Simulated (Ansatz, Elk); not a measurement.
# How far do independent atoms describe Li2PdN2?

Structure refinements treat a crystal as free atoms side by side. For a made-up structure of Li2PdN2 (cell and positions from a PBEsol relaxation) the runs below show what the calculated density changes in F(hkl).

Program: Elk 11.2.3 (patched build). Level of theory: DFT, PBE, all-electron APW+lo, Dirac cores, scalar-relativistic bands, static density, no spin. Results are calculated unless marked as measured.

The structure was built from a prototype and need not be the compound's stable phase.

### Step 1. The starting structure

It takes space group P-3m1 (No. 164, trigonal). Conventional cell: a = 3.189 Å, b = 3.189 Å, c = 5.064 Å, α = 90.00°, β = 90.00°, γ = 120.00°. Pd has 6 N at 2.13 Å nearest. Nearest to N lie 4 Li at 1.98 to 2.19 Å and 3 Pd at 2.13 Å. Nearest to Li lie 4 N at 1.98 to 2.19 Å. Farther neighbours and most contacts between anions are not listed.

### Step 2. Ground state and structure factors

An all-electron density is needed, since X-rays see the cores too. Task 0 finds the density and task 195 Fourier-transforms it; tshift is off so that phases refer to the origin typed.

Input file elk.in:

```
tasks
  0
  195

xctype
  20

spinpol
  .false.

rgkmax
  7.0

gmaxvr
  14.0

lmaxo
  7

lmaxapw
  8

swidth
  0.002

tshift
  .false.

ramdisk
  .false.

hmaxvr
  5.5

maxscl
  120

epspot
  1e-06

sppath
  './'

avec
  6.02678989488 0.00000000000 0.00000000000
  -3.01339494744 5.21935315223 -0.00000000000
  0.00000000000 -0.00000000000 9.56905872284

atoms
  3
  'Pd.in'
  1
  0.0000000000 0.0000000000 -0.0000000000   0.000000 0.000000 0.000000
  'N.in'
  2
  0.3333333333 0.6666666667 0.2117432288   0.000000 0.000000 0.000000
  0.6666666667 0.3333333333 0.7882567712   0.000000 0.000000 0.000000
  'Li.in'
  2
  0.3333333333 0.6666666667 0.6444871258   0.000000 0.000000 0.000000
  0.6666666667 0.3333333333 0.3555128742   0.000000 0.000000 0.000000

ngridk
  8 8 5
```

Started as:

```console
OMP_NUM_THREADS=4 elk
```

Numbers of over 12 decimals in the logs are rounded to 6 here.

Log:

```text
┌─────────────────────────┐
│ Elk code version 11.2.3 │
└─────────────────────────┘

All units are atomic (Hartree, Bohr, etc.)

┌─────────────────────────────────────────────────┐
│ Ground-state run starting from atomic densities │
└─────────────────────────────────────────────────┘

Lattice vectors :
   6.026789895       0.000000000       0.000000000
  -3.013394947       5.219353152      -0.000000000
   0.000000000      -0.000000000       9.569058723

Reciprocal lattice vectors :
   1.042542617      0.6019122604       0.000000000
  -0.000000000       1.203824521       0.000000000
  -0.000000000       0.000000000      0.6566147715

Unit cell volume      :    301.0037833
Brillouin zone volume :   0.8240767299

Muffin-tin inner radius fraction :   0.1000000000E-01

Nuclei treated as point charges

Species : 1 (Pd)
 parameters loaded from : Pd.in
 name : palladium
 nuclear charge    :   -46.00000000
 electronic charge :    46.00000000
 atomic mass :    193991.7927
 muffin-tin radius :    2.349758489
 number of radial points in muffin-tin :    993
 inner part over the whole radius :   0.9916898441E-02
 number on inner part of muffin-tin    :    705
 approximate nuclear radius :   0.8586907259E-04
 number of mesh points to nuclear radius :    355
 atomic positions (lattice), magnetic fields (Cartesian) :
  1 :   0.00000000  0.00000000  0.00000000    0.00000000  0.00000000  0.00000000

Species : 2 (N)
 parameters loaded from : N.in
 name : nitrogen
 nuclear charge    :   -7.000000000
 electronic charge :    7.000000000
 atomic mass :    25532.65216
 muffin-tin radius :    1.626755877
 number of radial points in muffin-tin :    593
 inner part over the whole radius :   0.9990617572E-02
 number on inner part of muffin-tin    :    406
 approximate nuclear radius :   0.4939692610E-04
 number of mesh points to nuclear radius :    171
 atomic positions (lattice), magnetic fields (Cartesian) :
  1 :   0.33333333 -0.33333333  0.21174323    0.00000000  0.00000000  0.00000000
  2 :  -0.33333333  0.33333333 -0.21174323    0.00000000  0.00000000  0.00000000

Species : 3 (Li)
 parameters loaded from : Li.in
 name : lithium
 nuclear charge    :   -3.000000000
 electronic charge :    3.000000000
 atomic mass :    12652.66898
 muffin-tin radius :    1.800000000
 number of radial points in muffin-tin :    593
 inner part over the whole radius :   0.9806707936E-02
 number on inner part of muffin-tin    :    401
 approximate nuclear radius :   0.4000070961E-04
 number of mesh points to nuclear radius :    148
 atomic positions (lattice), magnetic fields (Cartesian) :
  1 :   0.33333333 -0.33333333 -0.35551287    0.00000000  0.00000000  0.00000000
  2 :  -0.33333333  0.33333333  0.35551287    0.00000000  0.00000000  0.00000000

Total number of atoms per unit cell :    5
Total muffin-tin volume :    139.2678713
 ratio of muffin-tin to unit cell volume :   0.4626781422

Spin treatment :
 spin-unpolarised

Number of Bravais lattice symmetries :   24
Number of crystal symmetries         :   12
Crystal has inversion symmetry
Real symmetric eigensolver will be used

k-point grid :      8     8     5
k-point offset :    0.000000000       0.000000000       0.000000000
k-point set is reduced with full crystal symmetry group
Total number of k-points :       40

Muffin-tin radius times maximum |G+k| :    7.000000000
 using average radius
Maximum |G+k| for APW functions       :    3.802996008
Maximum (1/2)|G+k|²                   :    7.231389319
Maximum |G| for potential and density :    14.00000000
Constant for pseudocharge density :    8
 order of it for each species :   15  15  15
 order of it for pair densities of each species (exact exchange by exxq0 0: 16) :   15   6   9
Radial integration step length :    1

G-vector grid sizes :     27    27    45
Number of G-vectors :    14029

Maximum angular momentum used for
 APW functions            :    8
 outer part of muffin-tin :    7
 inner part of muffin-tin :    2

Total nuclear charge    :   -66.00000000
[...]
at k-point 38

Charges :
 core                        :    32.00000000
 valence                     :    34.00000000
 interstitial                :    5.473318361
 muffin-tins (core leakage)
  species : 1 (Pd)
   atom 1                    :    42.19549433     ( -0.6280003255E-06)
  species : 2 (N)
   atom 1                    :    6.843414710     (  0.8815617518E-06)
   atom 2                    :    6.843414710     (  0.8815617518E-06)
  species : 3 (Li)
   atom 1                    :    2.322178947     (   0.000000000    )
   atom 2                    :    2.322178947     (   0.000000000    )
 total in muffin-tins        :    60.52668164
 total calculated charge     :    66.00129800
 total charge                :    66.00000000
 error                       :   0.1298004166E-02

RMS change in Kohn-Sham potential (target) :    8.584289309     (  0.1000000000E-05)
Absolute change in total energy (target)   :    5.321325477     (  0.1000000000E-03)

[... loops 3 to 21 left out ...]

┌──────────────────┐
│ Loop number : 22 │
└──────────────────┘

Energies :
 Fermi                       :     0.262140
 sum of occupied eigenvalues :     -3080.4581481354
 electron kinetic            :      5394.7369281755
 core electron kinetic       :      5186.2403559144
 Coulomb                     :     -10404.608416868
 Coulomb potential           :     -8264.5743021795
 nuclear-nuclear             :     -498.07638277124
 electron-nuclear            :     -11560.387390326
 Hartree                     :      1653.8553562298
 Madelung                    :     -6272.3212657778
 xc potential                :     -210.62077413140
 exchange                    :     -158.60807934978
 correlation                 :     -3.117727
 electron entropic           :    -0.28624953142724E-06
 total energy                :     -5171.5972956717

Density of states at Fermi energy :   0.6384326994E-02
 (states/Hartree/unit cell)

Estimated indirect band gap :   0.3866086262E-01
 from k-point 33 to k-point 38
Estimated direct band gap   :   0.4563209943E-01
 at k-point 32

Charges :
 core                        :    32.00000000
 valence                     :    34.00000000
 interstitial                :    5.014098836
 muffin-tins (core leakage)
  species : 1 (Pd)
[...]
species : 2 (N)
[...]
species : 3 (Li)
   atom 1                    :    2.282171776     (   0.000000000    )
   atom 2                    :    2.282171776     (   0.000000000    )
 total in muffin-tins        :    60.98590116
 total calculated charge     :    66.00130834
 total charge                :    66.00000000
 error                       :   0.1308341890E-02

RMS change in Kohn-Sham potential (target) :   0.4142744850E-06 (  0.1000000000E-05)
Absolute change in total energy (target)   :   0.1163955858E-05 (  0.1000000000E-03)

Convergence targets achieved

┌──────────────────┐
│ Loop number : 23 │
└──────────────────┘

Energies :
 Fermi                       :     0.262140
 sum of occupied eigenvalues :     -3080.4581506670
 electron kinetic            :      5394.7369290387
 core electron kinetic       :      5186.2403551781
 Coulomb                     :     -10404.608420605
 Coulomb potential           :     -8264.5743003277
 nuclear-nuclear             :     -498.07638277124
 electron-nuclear            :     -11560.387399677
 Hartree                     :      1653.8553618437
 Madelung                    :     -6272.3212704409
 xc potential                :     -210.62077937793
 exchange                    :     -158.60807949842
 correlation                 :     -3.117727
 electron entropic           :    -0.28624943701047E-06
 total energy                :     -5171.5972986992

Density of states at Fermi energy :   0.6384324621E-02
 (states/Hartree/unit cell)

Estimated indirect band gap :   0.3866086407E-01
 from k-point 33 to k-point 38
Estimated direct band gap   :   0.4563210422E-01
 at k-point 32

Charges :
 core                        :    32.00000000
 valence                     :    34.00000000
 interstitial                :    5.014098805
 muffin-tins (core leakage)
  species : 1 (Pd)
   atom 1                    :    44.50685518     ( -0.6320551620E-06)
  species : 2 (N)
   atom 1                    :    5.957351231     (  0.9125386449E-06)
   atom 2                    :    5.957351231     (  0.9125386449E-06)
  species : 3 (Li)
   atom 1                    :    2.282171778     (   0.000000000    )
   atom 2                    :    2.282171778     (   0.000000000    )
 total in muffin-tins        :    60.98590119
 total calculated charge     :    66.00130834
 total charge                :    66.00000000
 error                       :   0.1308341855E-02

┌──────────────────────────────┐
│ Self-consistent loop stopped │
└──────────────────────────────┘

Wrote STATE.OUT
```

Run time: 22 s. Hardware: 4 threads of Arm Neoverse V2, shared host; peak memory 0.19 GiB.

SFACRHO.OUT:

```text

h k l indices transformed by vhmat matrix:
   1.000000000       0.000000000       0.000000000    
   0.000000000       1.000000000       0.000000000    
   0.000000000       0.000000000       1.000000000    

      h      k      l  multipl.   |H|            Re(F)            Im(F)           |F|

      0      0      0      1   0.0000000       66.000001      0.18198156E-17   66.000001    
      0      0      1      2  0.65661477       42.963677      0.15664750E-14   42.963677    
      0     -1      0      6   1.2038245       31.009371     -0.15664750E-14   31.009371    
      0      0      2      2   1.3132295       27.436445     -0.13053958E-14   27.436445    
      1      0     -1      6   1.3712536       42.087578     -0.26107916E-14   42.087578    
      0      1     -1      6   1.3712536       31.018095      0.19907286E-14   31.018095    
     -1      1      2      6   1.7815065       31.221300      0.65269791E-15   31.221300    
      1     -1      2      6   1.7815065       42.148069      0.18275542E-14   42.148069    
      0      0     -3      2   1.9698443       30.108904      0.28066010E-14   30.108904    
      1      1      0      6   2.0850852       39.920126     -0.38558698E-14   39.920126    
      2     -1     -1     12   2.1860291       29.655307     -0.26107916E-15   29.655307    
      0     -1     -3      6   2.3085667       25.142566     -0.26107916E-15   25.142566    
      0      1     -3      6   2.3085667       34.350725     -0.26107916E-14   34.350725    
      2     -2      0      6   2.4076490       24.621174      -0.0000000       24.621174    
     -2      1      2     12   2.4641737       23.021638     -0.10443167E-14   23.021638    
      2      0      1      6   2.4955795       30.798297      0.52215833E-15   30.798297    
      0      2      1      6   2.4955795       25.776289      0.65269791E-16   25.776289    
      0      0     -4      2   2.6264591       27.825344     -0.19580937E-14   27.825344
```

Elk indexes on the primitive cell of elk.in and gives |H| = 4π sin θ/λ in inverse bohr. Below, one row stands for each form hkl of the conventional cell (m members, Friedel mates merged), F is for one primitive cell and the density is static (no thermal factor). Free-atom factors are Waasmaier and Kirfel's, and R is Σm||F|−|F'||/Σm|F|.

| hkl | m | sin θ/λ (Å⁻¹) | abs F, DFT | neutral atoms | diff. |
| --- | --- | --- | --- | --- | --- |
| 001 | 2 | 0.099 | 42.964 | 43.464 | -0.500 |
| 100 | 6 | 0.181 | 31.009 | 31.785 | -0.775 |
| 002 | 2 | 0.198 | 27.436 | 28.421 | -0.985 |
| 011 | 6 | 0.206 | 42.088 | 42.036 | +0.051 |
| 101 | 6 | 0.206 | 31.018 | 31.741 | -0.723 |
| 102 | 6 | 0.268 | 31.221 | 31.286 | -0.065 |
| 012 | 6 | 0.268 | 42.148 | 42.368 | -0.220 |
| 003 | 2 | 0.296 | 30.109 | 30.204 | -0.095 |
| 110 | 6 | 0.314 | 39.920 | 39.961 | -0.041 |
| 111 | 12 | 0.329 | 29.655 | 29.713 | -0.058 |
| 013 | 6 | 0.347 | 25.143 | 25.184 | -0.041 |
| 103 | 6 | 0.347 | 34.351 | 34.370 | -0.019 |
| 200 | 6 | 0.362 | 24.621 | 24.533 | +0.088 |
| 112 | 12 | 0.371 | 23.022 | 22.933 | +0.088 |

### Step 3. The highest occupied states alone

An energy window below the Fermi level keeps the highest occupied states, to see at which angles they scatter; shallow core shells can lie inside it and anion s states outside. No new self-consistency is needed.

elk.in: that of step 2 with these lines changed.

```diff
@@ -1,3 +1,2 @@
 tasks
-  0
   195
@@ -40,2 +39,5 @@
 
+wsfac
+  -0.105350 0.562140
+
 sppath
```

Started as:

```console
OMP_NUM_THREADS=4 elk
```

Log:

```text
┌─────────────────────────────────┐
│ Elk code version 11.2.3 started │
└─────────────────────────────────┘

Info(readinput): the functional depends on the density's gradient
 muffin-tin radial points multiplied by    2.00000
 (not where nrmtscf is given)

┌────────────────────┐
│ Current task : 195 │
└────────────────────┘
Info(checkmt): changed muffin-tin radius of species 1 (Pd) from   2.6000 to   2.3498
Info(checkmt): changed muffin-tin radius of species 2 (N) from   1.8000 to   1.6268

Info(sfacrho): density structure factors written to SFACRHO.OUT

 Energy window :  -0.1053500000      0.5621400000

┌──────────────────┐
│ Elk code stopped │
└──────────────────┘
```

Wall time 3.8 s (4 threads); peak memory 0.19 GiB.

States within 10 eV below the Fermi level hold 18.00 electrons; any levels below the window count with the cores. Their amplitudes can exceed the total, where window and core parts have opposite phase:

```
hkl  sin θ/λ (Å⁻¹)  abs F, window  abs F, all
001          0.099          8.134      42.964
100          0.181          2.465      31.009
002          0.198          0.420      27.436
011          0.206          6.696      42.088
101          0.206          0.463      31.018
102          0.268          2.740      31.221
012          0.268          4.039      42.148
003          0.296          0.806      30.109
110          0.314          3.185      39.920
111          0.329          1.549      29.655
```

### Step 4. Another functional

The difference from free atoms is small, so it is set against the change that LDA (Perdew-Wang) makes.

elk.in: that of step 3 with these lines changed.

```diff
@@ -1,2 +1,3 @@
 tasks
+  0
   195
@@ -4,3 +5,3 @@
 xctype
-  20
+  3
 
@@ -39,5 +40,2 @@
 
-wsfac
-  -0.105350 0.562140
-
 sppath
```

Started as:

```console
OMP_NUM_THREADS=4 elk
```

Log:

```text
┌─────────────────────────┐
│ Elk code version 11.2.3 │
└─────────────────────────┘

All units are atomic (Hartree, Bohr, etc.)

┌─────────────────────────────────────────────────┐
│ Ground-state run starting from atomic densities │
└─────────────────────────────────────────────────┘

Lattice vectors :
   6.026789895       0.000000000       0.000000000
  -3.013394947       5.219353152      -0.000000000
   0.000000000      -0.000000000       9.569058723

Reciprocal lattice vectors :
   1.042542617      0.6019122604       0.000000000
[...]
species : 2 (N)
   atom 1                    :    5.929966044     ( -0.3041588439E-05)
   atom 2                    :    5.929966044     ( -0.3041588439E-05)
  species : 3 (Li)
   atom 1                    :    2.289955276     (   0.000000000    )
   atom 2                    :    2.289955276     (   0.000000000    )
 total in muffin-tins        :    60.95424518
 total calculated charge     :    66.00131854
 total charge                :    66.00000000
 error                       :   0.1318544804E-02

┌──────────────────────────────┐
│ Self-consistent loop stopped │
└──────────────────────────────┘

Wrote STATE.OUT
[key lines of the parts left out:]
total energy                :     -5165.9508921662
```

The job ended after 12 s (4 threads; peak memory 0.19 GiB).

Against the first run R = 0.09 %; the largest change is -0.049 at 110.

### Step 5. Basis size

The basis and the expansions that go with it are enlarged, to see whether the differences are converged.

elk.in: that of step 4 with these lines changed.

```diff
@@ -5,3 +5,3 @@
 xctype
-  3
+  20
 
@@ -11,12 +11,12 @@
 rgkmax
-  7.0
+  8.5
 
 gmaxvr
-  14.0
+  18.0
 
 lmaxo
-  7
+  9
 
 lmaxapw
-  8
+  10
```

Started as:

```console
OMP_NUM_THREADS=4 elk
```

Log:

```text
┌─────────────────────────┐
│ Elk code version 11.2.3 │
└─────────────────────────┘

All units are atomic (Hartree, Bohr, etc.)

┌─────────────────────────────────────────────────┐
│ Ground-state run starting from atomic densities │
└─────────────────────────────────────────────────┘

Lattice vectors :
   6.026789895       0.000000000       0.000000000
  -3.013394947       5.219353152      -0.000000000
   0.000000000      -0.000000000       9.569058723

Reciprocal lattice vectors :
   1.042542617      0.6019122604       0.000000000
[...]
species : 2 (N)
   atom 1                    :    5.961127497     (  0.9132867356E-06)
   atom 2                    :    5.961127497     (  0.9132867356E-06)
  species : 3 (Li)
   atom 1                    :    2.282377015     (   0.000000000    )
   atom 2                    :    2.282377015     (   0.000000000    )
 total in muffin-tins        :    60.99484574
 total calculated charge     :    65.99975657
 total charge                :    66.00000000
 error                       :   0.2434329941E-03

┌──────────────────────────────┐
│ Self-consistent loop stopped │
└──────────────────────────────┘

Wrote STATE.OUT
[key lines of the parts left out:]
total energy                :     -5171.6012282832
```

The job ended after 61 s (4 threads; peak memory 0.19 GiB; 3.4 min of CPU time).

Against the first run R = 0.01 %; the largest change is +0.009 at 007.

### Step 6. Settings against the effect

```csv
run,R against the first run (%),"R against neutral atoms, low angle (%)",wall time
"PBE, rgkmax 7",0.00,1.12,22 s
LDA (Perdew-Wang),0.09,1.11,12 s
rgkmax 8.5 with larger expansions,0.01,1.12,61 s
```

### Step 7. Results

| Item | Value |
| --- | --- |
| R against neutral atoms, sin θ/λ < 0.3 Å⁻¹ | 1.12 % |
| R against neutral atoms, 0.3 to 0.82 Å⁻¹ | 0.48 % |

**Reading.** Independent neutral atoms miss the calculated amplitudes by R = 1.12 % below 0.3 Å⁻¹ and 0.48 % from there to 0.82 Å⁻¹; by shells, 1.16 % below 0.15 Å⁻¹ (1 form), 1.12 % 0.15 to 0.3 (7 forms), 0.35 % 0.3 to 0.45 (14 forms), 0.51 % above 0.45 (83 forms). Bonding, aspherical density and the tables' own atoms all enter these figures, and the runs don't part them. The largest change of an amplitude is -0.98 electrons, at 002. The window's part falls from 18.0 electrons at the origin to at most 0.47 between 0.45 and 0.82 Å⁻¹. Below 0.3 Å⁻¹ the changes that finished (LDA (Perdew-Wang) and rgkmax 8.5 with larger expansions) move F by R = 0.07 % at most, against the 1.12 % that separates it from free atoms. The k-mesh has no finished test. These runs have no spin, though d or f shells may be open. Part of the difference isn't bonding: the tables are fits to free atoms and ions calculated by other methods than this functional. Thermal motion, anomalous dispersion and extinction are left out.

[Logs are printed without paths, hosts, clocks, repeated set-up lines and the standing remarks that a program may print on its own settings, such as how far it seeks lower states.]

[Hosts, paths, dates, database ids (printed as entryN), source tags and the programs' standing remarks are cut or masked in the printed files.]
